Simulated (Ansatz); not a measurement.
**Moving the knobs of a GW run on SnO2 (Pnnm)**

Aim: change settings of a G0W0 run on SnO2 (Pnnm) and see what moves.

Method: G0W0 on LDA, plane waves, PAW; PAW set soft_1, in Ansatz 0.2.0.

### Step 1. Set-up

Symmetry: Pnnm, No. 58, orthorhombic system. The conventional cell has a = 4.788 Å, b = 4.867 Å, c = 3.241 Å, α = 90.00°, β = 90.00°, γ = 90.00°. Sn has 6 O at 2.09 to 2.10 Å nearest. Nearest to O lie 3 Sn at 2.09 to 2.10 Å. Farther neighbours and most contacts between anions are not listed.

The cell and positions are those that the Materials Project relaxed with its own functionals (PBE, PBE+U or r2SCAN), kept fixed. This is not the form that SnO2 usually takes at ambient conditions.

### Step 2. The base run: 4×4×4 mesh, 171 empty bands, screening to 100 eV, PAW set soft_1 files

G0W0 replaces the xc potential by the self-energy, built once from these orbitals. Only a window of levels is corrected, while the sums run over the empty bands that the input names. This step takes PAW set soft_1 files.

input.yaml reads:

```yaml
crystal:
  lattice:
    - [4.788004, 0.0, 0.0]
    - [0.0, 4.866582, 0.0]
    - [0.0, 0.0, 3.240898]
  atoms:
    - { symbol: Sn, position: [0.5, 0.5, 0.5] }
    - { symbol: Sn, position: [0.0, 0.0, 0.0] }
    - { symbol: O, position: [0.291855, 0.321042, 0.0] }
    - { symbol: O, position: [0.791855, 0.178958, 0.5] }
    - { symbol: O, position: [0.208145, 0.821042, 0.5] }
    - { symbol: O, position: [0.708145, 0.678958, 0.0] }
kpoints:
  mp_grid: { grid: [4, 4, 4] }
hamiltonian:
  xc: lda
  pseudopotentials: { kind: paw, azcp: { folder: soft_1 }, xc_functional: pbe }
scf:
  occupations: { method: fixed }
gw:
  n_empty_bands: 171
  ecut_chi: 100
  qp_bands: [v2, c2]
  qp_kpoints: band_edges
  screening: { model: contour_deformation }
```

The run is started by

```sh
$ ansatz run input.yaml --threads 2 --pin off --max-ram 92160MiB --backend cuda --events-out ev --progress --plain --runs-dir out --devices 1 --max-vram 13GiB
```

Numbers of over 12 decimals in the logs are rounded to 6 here.

Log:

```text
GPUs: using 1 of 1 available (devices: 1).
Engine: ansatz 0.2.0, x86_64-unknown-linux-gnu
Pseudopotentials: kind: paw
Pseudopotential: Sn, paw, valence charge 14, recommended cutoff 420 eV (normal), soft_1/Sn.paw.azcp
Pseudopotential: O, paw, valence charge 6, recommended cutoff 420 eV (normal), soft_1/O.paw.azcp
Functional definition: SPW92
  exchange = slater_x
  correlation = pw_c
device memory: the entry about to start is reckoned to put 1.0 GiB on a device that reports 48.4 GiB free (of which the cap on the GPU budget leaves the run 13.0 GiB)
GPU FFT provider: cuFFT
GPU libraries: cuBLAS 13.8.2, cuFFT 12.4.0, cuSOLVER 12.3.4
Crystal: 6 atoms, lattice volume = 75.517 Å³
Basis set: ecut = 420 eV, 1479 PW (Γ)
Bands: 32, of which v1, the nominal top of the filled ones, is band 26 counted from 1 (25 counted from 0)
Symmetry: 8 space group operations
Space group: Pnnm (ITA 58), of the structure as read, at distance tolerance 4.2e-5 Å
k-points: 27 of 64
Non-local potential: Sn, projectors of the file, l = 0: 2, l = 1: 2, l = 2: 2, l = 3: 1
Non-local potential: O, projectors of the file, l = 0: 2, l = 1: 2, l = 2: 1
PAW form: soft (Blöchl's): semilocal exchange-correlation on the pseudo side does not see the compensation charge
PAW frozen core: Sn, regenerated for the run's functional, and the local potential with it (the file was generated under x = pbe(κ = 0.804, μ = 0.219515), c = pbe(β = 0.066725))
PAW frozen core: O, regenerated for the run's functional, and the local potential with it (the file was generated under x = pbe(κ = 0.804, μ = 0.219515), c = pbe(β = 0.066725))
PAW one-centre angular grid: Sn, 590 points (default); XC on 64 Gauss nodes
PAW one-centre angular grid: O, 110 points (default); XC on 64 Gauss nodes
Initial density: superposition of atomic densities (chi_scale 0.1, normalization cell, long waves kept (reshape's long-wave potential 0.00 eV rms))
Initial wavefunctions: pseudopotential atomic-orbital guess
GPU buffer pool allocated for 31104 grid points (all kernels)
GPU transforms: local potential and band sums: pruned to the plane-wave sphere, on 36×36×24
Functional: x = slater, c = lda
SCF iter   1: F=—  HF=-13980.935276 eV  |F-HF|=—  |Δ(HF+E_count)|=         —  Δρ=6.33e-2  dr2=2.15e0  ethr=3.10e-3  ⟨swp⟩=4.0  Hψ=3345  notcnv=0  defer=106
preconditioner: auto → Resta (q_TF=auto, 2.564 Å⁻¹)  ε∞=3.5  [insulator: Δε(μ)=1.030 eV  Ē_g=19.400 eV  n_scr=18 (ndim 8)  ℏωp=30.8 eV  f_vac=0.000  ε∞_Penn≈3.5]
SCF iter   2: F=—  HF=-13980.461484 eV  |F-HF|=—  |Δ(HF+E_count)|=   4.74e-1  Δρ=3.27e-2  dr2=4.12e-1  ethr=3.10e-3  ⟨swp⟩=2.9  Hψ=1794  notcnv=0  defer=108
SCF iter   3: F=—  HF=-13980.362559 eV  |F-HF|=—  |Δ(HF+E_count)|=   9.89e-2  Δρ=9.58e-3  dr2=6.90e-2  ethr=7.93e-4  ⟨swp⟩=3.0  Hψ=1539  notcnv=0  defer=108
[...]
gw.qp_kpoints: band_edges: 15 of 27 stored k-points solved, in 1 pass; an edge of the gap read off the rows below is read off those points alone
    valence top: of the k-points left out ik 19 came nearest to being solved in a further pass, in band 26 (counted from 1, as in the quasiparticle table): it holds the edge there only if its correction is more favourable than any solved in that band by at least 0.527 eV; those differ by 0.199 eV
    conduction bottom: of the k-points left out ik 21 came nearest to being solved in a further pass, in band 27 (counted from 1, as in the quasiparticle table): it holds the edge there only if its correction is more favourable than any solved in that band by at least 3.273 eV; those differ by 0.746 eV
  `?` marks the rows in doubt; gw_qp.tsv's column doubts and the gw_qp event give each row's grounds
    ik  band        ε_KS         Σx   Σc(E_QP)       V_xc       Z   E_QP_lin       E_QP  E_QP is
     0    25      7.6681   -26.1364     5.0264   -20.7783  0.7206     7.3320     7.3364  root
     0    26      8.2872   -26.1140     4.8616   -20.9164  0.7285     7.9469     7.9511  root
     0    27      8.9715   -15.6815    -2.5934   -19.1286  0.7927     9.8469     9.8252  root
     0    28     13.8104   -12.5264    -4.7603   -18.6382  0.7572    15.2241    15.1619  root ?
     1    25      7.6305   -26.3476     5.1648   -20.8098  0.7187     7.2514     7.2575  root
     1    26      7.9049   -26.3026     5.4980   -20.3511  0.7152     7.4409     7.4515  root
     1    27     11.4987   -16.0972    -3.4155   -20.7382  0.7761    12.7915    12.7243  root
     1    28     14.4857   -14.2216    -4.9025   -20.7562  0.7509    16.1507    16.1178  root ?
     2    25      7.2453   -26.0477     5.5976   -19.9593  0.7054     6.7336     6.7545  root
     2    26      7.2453   -26.0477     5.5976   -19.9593  0.7054     6.7336     6.7545  root
     2    27     13.7399   -14.9277    -4.5521   -21.0754  0.7586    15.3782    15.3355  root ?
     2    28     13.7399   -14.9277    -4.5521   -21.0754  0.7586    15.3782    15.3355  root ?
[...]
3    28     13.4004   -13.4795    -4.4648   -19.2661  0.7663    14.7975    14.7223  root ?
[...]
4    27     11.9534   -15.6246    -3.7094   -20.6052  0.7729    13.2952    13.2247  root ?
     4    28     14.2147   -14.6628    -4.7756   -21.0349  0.7454    15.8396    15.8112  root ?
[...]
8    27     13.9390   -14.9890    -4.5882   -21.1768  0.7557    15.5788    15.5387  root ?
[...]
22    25      7.7365   -26.3913     5.4134   -20.5464  0.7155     7.2947     7.3049  root
    22    26      7.7365   -26.3913     5.4134   -20.5464  0.7155     7.2947     7.3049  root
    22    27     12.9243   -14.8364    -4.2577   -20.4791  0.7862    14.4317    14.3093  root ?
    22    28     12.9243   -14.8364    -4.2577   -20.4791  0.7862    14.4317    14.3093  root ?
    26    25      7.6338   -26.4217     5.6113   -20.3357  0.7126     7.1478     7.1591  root
    26    26      7.6338   -26.4217     5.6113   -20.3357  0.7126     7.1478     7.1591  root
    26    27     12.5276   -13.6050    -4.2134   -19.1494  0.7845    13.9435    13.8585  root ?
    26    28     12.5276   -13.6050    -4.2134   -19.1494  0.7845    13.9435    13.8585  root ?
[key lines of the parts left out:]
SCF converged after 7 iterations
Free energy (F): -13980.346462 eV
Fermi energy:    8.287181 eV
```

Elapsed: 21 s, on 1 × NVIDIA H100 80GB HBM3 (shared by 6 runs) with 2 threads of AMD EPYC 7R13 (Zen 3), shared host; peak memory 1.3 GiB.

The column dr2 measures how far the density is from self-consistency, as an energy; F and HF (Harris–Foulkes) agree once it is small.

Numbers from this step:

| Property | Result |
| --- | --- |
| bands summed | 197 |
| RPA ε∞ on this mesh (eigenvalues) | 5.444, 5.903, 5.936 |
| plane waves in the screening matrix | 177 |
| q-points in the mesh | 64 |
| G0W0 gap on the mesh | 1.874 eV |
| k of the valence top | 0, 0, 0 |
| k of the conduction bottom | 0, 0, 0 |
| starting gap on the mesh | 0.6843 eV |
| Z at the valence top | 0.7285 |
| Z at the conduction bottom | 0.7927 |
| least direct G0W0 gap on the computed points | 1.874 eV |

The gap on the mesh goes from 0.68 eV to 1.87 eV, a correction of +1.19 eV. Between the two edge states, bare exchange in place of the xc potential would open the gap by 8.64 eV, and correlation takes back 7.46 eV.

### Step 3. Variant: fewer bands

input.yaml: that of step 2 with these lines changed.

```diff
@@ -20,3 +20,3 @@
 gw:
-  n_empty_bands: 171
+  n_empty_bands: 57
   ecut_chi: 100
```

Log:

```text
GPUs: using 1 of 1 available (devices: 1).
[...]
GPU FFT provider: cuFFT
GPU libraries: cuBLAS 13.8.2, cuFFT 12.4.0, cuSOLVER 12.3.4
Crystal: 6 atoms, lattice volume = 75.517 Å³
Basis set: ecut = 420 eV, 1479 PW (Γ)
Bands: 32, of which v1, the nominal top of the filled ones, is band 26 counted from 1 (25 counted from 0)
Symmetry: 8 space group operations
[...]
k-points: 27 of 64
[...]
GPU buffer pool allocated for 31104 grid points (all kernels)
[...]
SCF iter   1: F=—  HF=-13980.935276 eV  |F-HF|=—  |Δ(HF+E_count)|=         —  Δρ=6.33e-2  dr2=2.15e0  ethr=3.10e-3  ⟨swp⟩=4.0  Hψ=3345  notcnv=0  defer=106
[...]
SCF iter   7: F=-13980.346462 eV  HF=-13980.346462 eV  |F-HF|=2.17e-8  |Δ(HF+E_count)|=   4.49e-7  Δρ=9.16e-6  dr2=7.11e-8  ethr=1.92e-10  ⟨swp⟩=8.4  Hψ=3978  notcnv=0
SCF 1 converged in 7 iterations: F = -13980.346462 eV  dr2 = 7.11e-8
[...]
NSCF: frozen V_eff on 27 k-points, pencils in batches of 32, up to order 128
[...]
G₀W₀ screening: q 1/27
[... further progress lines ...]
SCF converged after 7 iterations
Free energy (F): -13980.346462 eV
[...]
Internal energy: -13980.346462 eV  (E = F + TS)
E sigma→0 (E₀):  -13980.346462 eV
Fermi energy:    8.287181 eV
[...]
--- Band table (eV; the first three rows and the last of 27) ---
  k-point 0: bands = [... 22 lower, 7.1423, 7.6623, 7.6681, 8.2872, 8.9715, 13.8104, 14.1556, 14.3077, ... 2 higher]
  k-point 1: bands = [... 22 lower, 5.8229, 7.5598, 7.6305, 7.9049, 11.4987, 14.4857, 16.1613, 16.2707, ... 2 higher]
[...]
0    27      8.9715   -15.6815    -2.2129   -19.1286  0.7925    10.2798    10.2057  root ?
     0    28     13.8104   -12.5264    -4.1116   -18.6382  0.7577    15.6990    15.8106  root ?
     1    25      7.6305   -26.3476     5.4654   -20.8098  0.7184     7.5580     7.5582  root
     1    26      7.9049   -26.3026     5.7925   -20.3511  0.7150     7.7449     7.7459  root
     1    27     11.4987   -16.0972    -2.8175   -20.7382  0.7764    13.2539    13.3223  root ?
     1    28     14.4857   -14.2216    -4.3112   -20.7562  0.7506    16.6516    16.7091  root
     2    25      7.2453   -26.0477     5.8753   -19.9593  0.7051     7.0297     7.0322  root
     2    26      7.2453   -26.0477     5.8753   -19.9593  0.7051     7.0297     7.0322  root
     2    27     13.7399   -14.9277    -3.9309   -21.0754  0.7590    15.8900    15.9567  root
[...]
3    27     10.3179   -16.2701    -2.4050   -20.0583  0.7833    11.8072    11.7010  root ?
[...]
9    27     10.2310   -16.1748    -2.4230   -19.9881  0.7835    11.7213    11.6213  root ?
[...]
10    27     11.9506   -15.6652    -3.0783   -20.6385  0.7694    13.7548    13.8456  root ?
[...]
12    27     11.0298   -16.0402    -2.6725   -20.3387  0.8007    12.6985    12.6557  root ?
[...]
18    27     12.0051   -15.1008    -3.1509   -20.0783  0.7747    13.7561    13.8316  root ?
    18    28     12.0051   -15.1008    -3.1509   -20.0783  0.7747    13.7561    13.8316  root ?
[...]
26    25      7.6338   -26.4217     5.9031   -20.3357  0.7124     7.4495     7.4509  root
    26    26      7.6338   -26.4217     5.9031   -20.3357  0.7124     7.4495     7.4509  root
    26    27     12.5276   -13.6050    -3.5395   -19.1494  0.7852    14.4509    14.5325  root
    26    28     12.5276   -13.6050    -3.5395   -19.1494  0.7852    14.4509    14.5325  root
```

It took 15 s on 1 × NVIDIA H100 80GB HBM3 (shared by 6 runs) with 2 threads; peak memory 1.2 GiB.

Against the base:

```tsv
setting	base	variant
empty bands	171	57
```

```tsv
quantity	variant	base
starting gap on the mesh	0.684	0.684
G0W0 gap on the mesh	1.932	1.874
least direct G0W0 gap on the computed points	1.932	1.874
Z at the valence top	0.728	0.728
Z at the conduction bottom	0.793	0.793
```

### Step 4. Variant: wider window of levels

input.yaml: that of step 3 with these lines changed.

```diff
@@ -20,6 +20,6 @@
 gw:
-  n_empty_bands: 57
+  n_empty_bands: 171
   ecut_chi: 100
-  qp_bands: [v2, c2]
-  qp_kpoints: band_edges
+  qp_bands: [v6, c6]
+  qp_kpoints: [[0, 0, 0]]
   screening: { model: contour_deformation }
```

Log:

```text
GPUs: using 1 of 1 available (devices: 1).
[...]
GPU FFT provider: cuFFT
GPU libraries: cuBLAS 13.8.2, cuFFT 12.4.0, cuSOLVER 12.3.4
Crystal: 6 atoms, lattice volume = 75.517 Å³
Basis set: ecut = 420 eV, 1479 PW (Γ)
Bands: 32, of which v1, the nominal top of the filled ones, is band 26 counted from 1 (25 counted from 0)
Symmetry: 8 space group operations
[...]
k-points: 27 of 64
[...]
GPU buffer pool allocated for 31104 grid points (all kernels)
[...]
SCF iter   1: F=—  HF=-13980.935276 eV  |F-HF|=—  |Δ(HF+E_count)|=         —  Δρ=6.33e-2  dr2=2.15e0  ethr=3.10e-3  ⟨swp⟩=4.0  Hψ=3345  notcnv=0  defer=106
[...]
SCF iter   7: F=-13980.346462 eV  HF=-13980.346462 eV  |F-HF|=2.17e-8  |Δ(HF+E_count)|=   4.49e-7  Δρ=9.16e-6  dr2=7.11e-8  ethr=1.92e-10  ⟨swp⟩=8.4  Hψ=3978  notcnv=0
SCF 1 converged in 7 iterations: F = -13980.346462 eV  dr2 = 7.11e-8
[...]
NSCF: frozen V_eff on 27 k-points
G₀W₀ screening: q 1/27
[... further progress lines ...]
SCF converged after 7 iterations
Free energy (F): -13980.346462 eV
[...]
Internal energy: -13980.346462 eV  (E = F + TS)
E sigma→0 (E₀):  -13980.346462 eV
Fermi energy:    8.287181 eV
[...]
--- Band table (eV; the first three rows and the last of 27) ---
  k-point 0: bands = [... 22 lower, 7.1423, 7.6623, 7.6681, 8.2872, 8.9715, 13.8104, 14.1556, 14.3077, ... 2 higher]
  k-point 1: bands = [... 22 lower, 5.8229, 7.5598, 7.6305, 7.9049, 11.4987, 14.4857, 16.1613, 16.2707, ... 2 higher]
  k-point 2: bands = [... 22 lower, 6.8304, 6.8304, 7.2453, 7.2453, 13.7399, 13.7399, 17.4752, 17.4752, ... 2 higher]
  k-point 26: bands = [... 22 lower, 7.4489, 7.4489, 7.6338, 7.6338, 12.5276, 12.5276, 16.7217, 16.7217, ... 2 higher]
[...]
0    21      6.3861   -25.3528     4.4927   -20.5952  0.7374     6.1144     6.1211  root
     0    22      7.1066   -26.4274     4.4253   -21.7118  0.7310     6.8130     6.8163  root
     0    23      7.1423   -26.4305     4.4208   -21.7232  0.7312     6.8527     6.8559  root
     0    24      7.6623   -26.1042     5.0679   -20.6945  0.7194     7.3154     7.3206  root
     0    25      7.6681   -26.1364     5.0264   -20.7783  0.7206     7.3320     7.3364  root
     0    26      8.2872   -26.1140     4.8616   -20.9164  0.7285     7.9469     7.9511  root
     0    27      8.9715   -15.6815    -2.5934   -19.1286  0.7927     9.8469     9.8252  root
     0    28     13.8104   -12.5264    -4.7603   -18.6382  0.7572    15.2241    15.1619  root ?
     0    29     14.1556    -8.3397    -4.5566   -13.8935  0.8017    15.1998    15.1529  root
     0    30     14.3077    -8.4158    -4.6078   -14.0503  0.8000    15.3770    15.3344  root
     0    31     18.2203    -9.1037    -5.4553   -15.9738  0.7935    19.7261    19.6352  root ?
     0    32     18.3470    -5.3761    -4.7381   -11.0680  0.8116    19.3411    19.3008  root
```

Run time: 19 s. Hardware: 1 × NVIDIA H100 80GB HBM3 (shared by 6 runs) with 2 threads; peak memory 1.2 GiB.

Absolute levels on the run's own zero. QP, by row:

```tsv
k index	band	KS (eV)	Sigma_x (eV)	Sigma_c (eV)	Vxc (eV)	Z	QP linearised (eV)	QP (eV)	source	doubts
0	21	6.386	-25.35	4.493	-20.6	0.7374	6.114	6.121	root	
0	22	7.107	-26.43	4.425	-21.71	0.731	6.813	6.816	root	
0	23	7.142	-26.43	4.421	-21.72	0.7312	6.853	6.856	root	
0	24	7.662	-26.1	5.068	-20.69	0.7194	7.315	7.321	root	
0	25	7.668	-26.14	5.026	-20.78	0.7206	7.332	7.336	root	
0	26	8.287	-26.11	4.862	-20.92	0.7285	7.947	7.951	root	
0	27	8.972	-15.68	-2.593	-19.13	0.7927	9.847	9.825	root	
0	28	13.81	-12.53	-4.76	-18.64	0.7572	15.22	15.16	root	sigma_c_rises
0	29	14.16	-8.34	-4.557	-13.89	0.8017	15.2	15.15	root	
0	30	14.31	-8.416	-4.608	-14.05	0.8	15.38	15.33	root	
0	31	18.22	-9.104	-5.455	-15.97	0.7935	19.73	19.64	root	sigma_c_rises
0	32	18.35	-5.376	-4.738	-11.07	0.8116	19.34	19.3	root
```

Against the base:

```tsv
setting	base	variant
levels asked	v2 to c2	v6 to c6
points asked	band edges	[[0, 0, 0]]
```

### Step 5. What came out

```yaml
base: 1.87 eV, 21 s
fewer_bands: 1.93 eV, 15 s
wider_window_of_levels: direct gap at the listed points 1.87 eV, 19 s
```

**Reading.** Fewer bands: the gap moves by +0.06 eV; such settings are too crude to quote. Wider window of levels: only the listed points were computed; the least direct gap there is 1.87 eV, with levels asked and points asked changed against the base. All runs here use a coarse mesh and modest cutoffs; they test settings and are not final values. The 4×4×4 mesh is coarse for this cell (its supercell is 13 Å along the shortest edge). The RPA ε∞ on it, from the LDA start, is 5.44, 5.90 and 5.94; such meshes misread the long-range screening, most where the gap is narrow. The many-body steps are scalar-relativistic: spin-orbit coupling is not in them.

[Paths, hosts, dates, memory and timing lines, banners, echoed tables and standing remarks are left out of the program output.]

[Logs are printed without paths, hosts, clocks, repeated set-up lines and the standing remarks that a program may print on its own settings, such as how far it seeks lower states.]

[Runs of the session that timed out or met a known fault of the program may be left out.]

[Cells called generated may have been cut or substituted from an entry of the Crystallography Open Database or the Materials Project.]

[Hosts, paths, dates, database ids (printed as entryN), source tags and the programs' standing remarks are cut or masked in the printed files.]
